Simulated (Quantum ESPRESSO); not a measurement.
**Collinear magnetic orders of CrO2 with Quantum ESPRESSO**

A self-consistent run ends on one state, which hangs on the start. Several orders of CrO2 are started in Quantum ESPRESSO and their energies compared.

Method: PBEsol with U = 3.5 eV on Cr d (ortho-atomic projectors); plane waves with GBRV 1.5 PBEsol potentials, no spin-orbit coupling, in Quantum ESPRESSO 7.5.

**1. The structure**

Symmetry: P4_2/mnm, No. 136, tetragonal system. Conventional cell: a = 4.421 Å, b = 4.421 Å, c = 2.917 Å, α = 90.00°, β = 90.00°, γ = 90.00°. Nearest to Cr lie 6 O at 1.88 to 1.92 Å. Nearest to O lie 3 Cr at 1.88 to 1.92 Å. Farther neighbours and most contacts between anions are not listed.

The cell comes from the Crystallography Open Database.

**2. Run 1 (ferro ++)**

The signs are those of the starting moments on the seeded atoms, the atoms that are given a moment.

File pw.in:

```
&CONTROL
  calculation = 'scf'
  prefix = 'pwscf'
  outdir = './tmp'
  pseudo_dir = './pseudo'
  disk_io = 'nowf'
/
&SYSTEM
  ibrav = 0
  nat = 6
  ntyp = 2
  ecutwfc = 40
  ecutrho = 280
  nbnd = 39
  occupations = 'smearing'
  smearing = 'fd'
  degauss = 0.00367493
  nspin = 2
  starting_magnetization(1) = 0.2143
  starting_magnetization(2) = 0
/
&ELECTRONS
  conv_thr = 1.2d-08
  electron_maxstep = 150
  mixing_beta = 0.3
/
ATOMIC_SPECIES
Cr     51.9961 cr_pbesol_v1.5.uspp.F.UPF
O      15.9990 o_pbesol_v1.2.uspp.F.UPF
CELL_PARAMETERS angstrom
   4.4210000000    0.0000000000    0.0000000000
   0.0000000000    4.4210000000    0.0000000000
   0.0000000000    0.0000000000    2.9170000000
ATOMIC_POSITIONS crystal
Cr      0.0000000000    0.0000000000    0.0000000000
Cr      0.5000000000    0.5000000000    0.5000000000
O       0.3010000000    0.3010000000    0.0000000000
O       0.1990000000    0.8010000000    0.5000000000
O       0.6990000000    0.6990000000    0.0000000000
O       0.8010000000    0.1990000000    0.5000000000
K_POINTS automatic
6 6 6 0 0 0
HUBBARD {ortho-atomic}
U Cr-3d 3.5000
```

Started as:

```
$ OMP_NUM_THREADS=1 mpirun -n 4 pw.x -nk 4 -in pw.in > pw.out
```

What it wrote:

```text
Program PWSCF v.7.5 starts

     Message from routine setup:
     using ibrav=0 with symmetry is DISCOURAGED, use correct ibrav instead

     K-points division:     npool     =       4
     Subspace diagonalization in iterative solution of the eigenvalue problem:

     G-vector sticks info
     --------------------
     sticks:   dense  smooth     PW     G-vecs:    dense   smooth      PW
     Sum        1565     885    285                30497    13155    2353

     Using Slab Decomposition

     bravais-lattice index     =            0
     lattice parameter (alat)  =       8.3545  a.u.
     unit-cell volume          =     384.7460 (a.u.)^3
     number of atoms/cell      =            6
     number of atomic types    =            2
     number of electrons       =        52.00
     number of Kohn-Sham states=           39
     kinetic-energy cutoff     =      40.0000  Ry
     charge density cutoff     =     280.0000  Ry
     scf convergence threshold =      1.2E-08
     mixing beta               =       0.3000
     number of iterations used =            8  plain     mixing
     Exchange-correlation= SLA  PW   PSX  PSC
                           (   1   4  10   8   0   0   0)
     Hubbard projectors: ortho-atomic
     Hubbard parameters of DFT+U (Dudarev formulation) in eV:
     U(Cr-3d) =  3.5000

     Internal variables: lda_plus_u =T, lda_plus_u_kind = 0

     Internal variables: orbital_resolved =F, hub_pot_fix =F, apply_U = F

     celldm(1)=   8.354479  celldm(2)=   0.000000  celldm(3)=   0.000000
     celldm(4)=   0.000000  celldm(5)=   0.000000  celldm(6)=   0.000000

     crystal axes: (cart. coord. in units of alat)
               a(1) = (   1.000000   0.000000   0.000000 )
               a(2) = (   0.000000   1.000000   0.000000 )
               a(3) = (   0.000000   0.000000   0.659805 )

     reciprocal axes: (cart. coord. in units 2 pi/alat)
               b(1) = (  1.000000  0.000000  0.000000 )
               b(2) = (  0.000000  1.000000  0.000000 )
               b(3) = (  0.000000  0.000000  1.515598 )

     PseudoPot. # 1 for Cr read from file:
     cr_pbesol_v1.5.uspp.F.UPF
     Pseudo is Ultrasoft + core correction, Zval = 14.0
     Generated by new atomic code, or converted to UPF format
     Using radial grid of  857 points,  6 beta functions with:
                l(1) =   0
                l(2) =   0
                l(3) =   1
                l(4) =   1
                l(5) =   2
                l(6) =   2
     Q(r) pseudized with  8 coefficients,  rinner =    0.950   0.950   0.950
                                                       0.950   0.950

     PseudoPot. # 2 for O  read from file:
     o_pbesol_v1.2.uspp.F.UPF
     Pseudo is Ultrasoft + core correction, Zval =  6.0
     Generated by new atomic code, or converted to UPF format
     Using radial grid of  737 points,  5 beta functions with:
                l(1) =   0
                l(2) =   0
                l(3) =   1
                l(4) =   1
                l(5) =   2
     Q(r) pseudized with  8 coefficients,  rinner =    0.900   0.900   0.900
                                                       0.900   0.900

     atomic species   valence    mass     pseudopotential
     Cr               14.00    51.99610     Cr( 1.00)
     O                 6.00    15.99900     O ( 1.00)

     Starting magnetic structure
     atomic species   magnetization
     Cr              0.214
     O               0.000

     16 Sym. Ops., with inversion, found ( 8 have fractional translation)

   Cartesian axes

     site n.     atom                  positions (alat units)
         1        Cr     tau(   1) = (   0.0000000   0.0000000   0.0000000  )
         2        Cr     tau(   2) = (   0.5000000   0.5000000   0.3299027  )
         3        O      tau(   3) = (   0.3010000   0.3010000   0.0000000  )
         4        O      tau(   4) = (   0.1990000   0.8010000   0.3299027  )
         5        O      tau(   5) = (   0.6990000   0.6990000   0.0000000  )
         6        O      tau(   6) = (   0.8010000   0.1990000   0.3299027  )

     number of k points=    40  Fermi-Dirac smearing, width (Ry)=  0.0037
                       cart. coord. in units 2pi/alat
        k(    1) = (   0.0000000   0.0000000   0.0000000), wk =   0.0046296
        k(    2) = (   0.0000000   0.0000000   0.2525997), wk =   0.0092593
        k(    3) = (   0.0000000   0.0000000   0.5051994), wk =   0.0092593
        k(    4) = (   0.0000000   0.0000000  -0.7577991), wk =   0.0046296
        k(    5) = (   0.0000000   0.1666667   0.0000000), wk =   0.0185185
        [... 35 further k-points ...]

     Dense  grid:    30497 G-vectors     FFT dimensions: (  48,  48,  30)

     Smooth grid:    13155 G-vectors     FFT dimensions: (  36,  36,  24)

     Check: negative core charge=   -0.000008
     Generating pointlists ...
     new r_m :   0.1756 (alat units)  1.4670 (a.u.) for type    1
     new r_m :   0.1756 (alat units)  1.4670 (a.u.) for type    2

     Initial potential from superposition of free atoms

     starting charge      50.0000, renormalised to      52.0000

     negative rho (up, down):  2.032E-03 1.309E-03

     STARTING HUBBARD OCCUPATIONS:

     =================== HUBBARD OCCUPATIONS ===================
     ------------------------ ATOM    1 ------------------------
     Tr[ns(  1)] (up, down, total) =   3.40000  0.00000  3.40000
     Atomic magnetic moment for atom   1 =   3.40000
     [... lines left out ...]
     ------------------------ ATOM    2 ------------------------
     Tr[ns(  2)] (up, down, total) =   3.40000  0.00000  3.40000
     Atomic magnetic moment for atom   2 =   3.40000
     [... lines left out ...]
     Number of occupied Hubbard levels =    6.8000

     Atomic wfc used for Hubbard projectors are orthogonalized

     Starting wfcs are   36 randomized atomic wfcs +    3 random wfcs

     Self-consistent Calculation

     iteration #  1     ecut=    40.00 Ry     beta= 0.30
     Davidson diagonalization with overlap
     ethr =  1.00E-02,  avg # of iterations =  6.0

     =================== HUBBARD OCCUPATIONS ===================
     ------------------------ ATOM    1 ------------------------
     Tr[ns(  1)] (up, down, total) =   2.54284  0.39361  2.93646
     Atomic magnetic moment for atom   1 =   2.14923
     [... lines left out ...]
     ------------------------ ATOM    2 ------------------------
     Tr[ns(  2)] (up, down, total) =   2.54284  0.39361  2.93646
     Atomic magnetic moment for atom   2 =   2.14923
     [... lines left out ...]
     Number of occupied Hubbard levels =    5.8729

     negative rho (up, down):  1.796E-03 2.209E-03

     total energy              =    -478.77440198 Ry
     estimated scf accuracy    <       3.41819837 Ry

     total magnetization       =     4.00 Bohr mag/cell
     absolute magnetization    =     4.61 Bohr mag/cell

     iteration #  2     ecut=    40.00 Ry     beta= 0.30
     Davidson diagonalization with overlap
     ethr =  6.57E-03,  avg # of iterations =  1.7

     negative rho (up, down):  1.218E-03 2.525E-03

     total energy              =    -479.41615113 Ry
     estimated scf accuracy    <       0.73860690 Ry

     total magnetization       =     4.12 Bohr mag/cell
     absolute magnetization    =     5.97 Bohr mag/cell

     iteration #  3     ecut=    40.00 Ry     beta= 0.30
     Davidson diagonalization with overlap
     ethr =  1.42E-03,  avg # of iterations =  1.1

     negative rho (up, down):  3.729E-04 3.689E-03

     total energy              =    -479.52562653 Ry
     estimated scf accuracy    <       0.11870699 Ry

     total magnetization       =     4.00 Bohr mag/cell
     absolute magnetization    =     5.42 Bohr mag/cell

     [... further iterations left out ...]

     iteration # 11     ecut=    40.00 Ry     beta= 0.30
     Davidson diagonalization with overlap
     ethr =  9.75E-09,  avg # of iterations =  1.1

     negative rho (up, down):  0.000E+00 6.073E-03

     total energy              =    -479.56928854 Ry
     estimated scf accuracy    <       0.00000082 Ry

     total magnetization       =     4.00 Bohr mag/cell
     absolute magnetization    =     5.94 Bohr mag/cell

     iteration # 12     ecut=    40.00 Ry     beta= 0.30
     Davidson diagonalization with overlap
     ethr =  1.57E-09,  avg # of iterations =  1.6

     negative rho (up, down):  0.000E+00 6.079E-03

     total energy              =    -479.56928885 Ry
     estimated scf accuracy    <       0.00000014 Ry

     total magnetization       =     4.00 Bohr mag/cell
     absolute magnetization    =     5.94 Bohr mag/cell

     iteration # 13     ecut=    40.00 Ry     beta= 0.30
     Davidson diagonalization with overlap
     ethr =  2.68E-10,  avg # of iterations =  1.5

     negative rho (up, down):  0.000E+00 6.079E-03

     total energy              =    -479.56928908 Ry
     estimated scf accuracy    <       0.00000001 Ry

     total magnetization       =     4.00 Bohr mag/cell
     absolute magnetization    =     5.95 Bohr mag/cell

     iteration # 14     ecut=    40.00 Ry     beta= 0.30
     Davidson diagonalization with overlap
     ethr =  2.45E-11,  avg # of iterations =  1.7

     negative rho (up, down):  0.000E+00 6.078E-03

     Magnetic moment per site  (integrated on atomic sphere of radius R)
     atom   1 (R=0.176)  charge= 10.5241  magn=  1.9901
     atom   2 (R=0.176)  charge= 10.5241  magn=  1.9901
     atom   3 (R=0.176)  charge=  5.2138  magn= -0.2176
     atom   4 (R=0.176)  charge=  5.2138  magn= -0.2176
     atom   5 (R=0.176)  charge=  5.2138  magn= -0.2176
     atom   6 (R=0.176)  charge=  5.2138  magn= -0.2176

     End of self-consistent calculation

     =================== HUBBARD OCCUPATIONS ===================
     ------------------------ ATOM    1 ------------------------
     Tr[ns(  1)] (up, down, total) =   3.27746  0.77213  4.04959
     Atomic magnetic moment for atom   1 =   2.50534
     [... lines left out ...]
     ------------------------ ATOM    2 ------------------------
     Tr[ns(  2)] (up, down, total) =   3.27746  0.77213  4.04959
     Atomic magnetic moment for atom   2 =   2.50534
     [... lines left out ...]
     Number of occupied Hubbard levels =    8.0992

     [... lines left out ...]
     the Fermi energy is    10.2724 ev

!    total energy              =    -479.56928914 Ry
     estimated scf accuracy    <          4.5E-09 Ry
     smearing contrib. (-TS)   =      -0.00063738 Ry
     internal energy E=F+TS    =    -479.56865177 Ry

     The total energy is F=E-TS. E is the sum of the following terms:
     one-electron contribution =    -202.45905737 Ry
     hartree contribution      =     127.31363470 Ry
     xc contribution           =     -73.15862991 Ry
     ewald contribution        =    -331.63635336 Ry
     Hubbard energy            =       0.37175418 Ry

     total magnetization       =     4.00 Bohr mag/cell
     absolute magnetization    =     5.95 Bohr mag/cell

     convergence has been achieved in  14 iterations

=------------------------------------------------------------------------------=
   JOB DONE.
=------------------------------------------------------------------------------=
```

Wall time 53 s (4 MPI ranks of Arm Neoverse N1, shared host); peak memory 0.45 GiB.

Spin moment in the atom's sphere by atom:

```
atom  spin moment in the atom's sphere (μB)
 Cr1                                   1.99
 Cr2                                   1.99
  O3                                  -0.22
  O4                                  -0.22
  O5                                  -0.22
  O6                                  -0.22
```

Numbers from this step:

| Item | Value |
| --- | --- |
| smearing term TS | 0.008672 eV |
| magnetization | 4 μB |
| absolute magnetization | 5.947 μB |
| final state | ferromagnetic |

Spin density in the ab plane at fractional z = 0.000, with atoms of Cr and O within 0.2 Å of it.

Ten even steps from '_' (-0.5 e/Å³) to '@' (2.9 e/Å³), each cell a mean:
```
@@##--..................::==
==--::....................::
::::..............__........
................______......
..................______....
....................__......
............................
............................
......____..................
......______................
........____................
::......................::--
**::..................::--##
@@**::................::==@@
```
Columns run along a (4.4 Å), rows up along b (4.4 Å). Atoms in or near the plane, at fractional coordinates: Cr at (0.00, 0.00), O at (0.30, 0.30), O at (0.70, 0.70).

Valence density in the ab plane at fractional z = 0.000, with atoms of Cr and O within 0.2 Å of it. It is the smooth field of the valence electrons, not physical close to the nuclei.

Ten even steps from '0' (0 e/Å³) to '9' (13 e/Å³), each cell a mean:
```
96100000000028
32000000000002
00000000122100
00000000245200
00000000244200
00000000122100
00000000000000
00001000000000
00024200000000
00145410000000
00124200000000
10011000000001
84000000000026
58100000000039
```
Columns run along a (4.4 Å), rows up along b (4.4 Å). Atoms in or near the plane, at fractional coordinates: Cr at (0.00, 0.00), O at (0.30, 0.30), O at (0.70, 0.70).

[end of part 1 of 2]

[Logs and program files are shortened in this print: banners, set-up blocks, solver, clock and traceback lines can be left out without a mark of their own.]

[Logs are printed without paths, hosts, clocks, repeated set-up lines and the standing remarks that a program may print on its own settings, such as how far it seeks lower states.]

[Hosts, paths, dates, database ids (printed as entryN), source tags and the programs' standing remarks are cut or masked in the printed files.]

[Where a cell is said to come from a database of computed structures, the database is the Materials Project.]
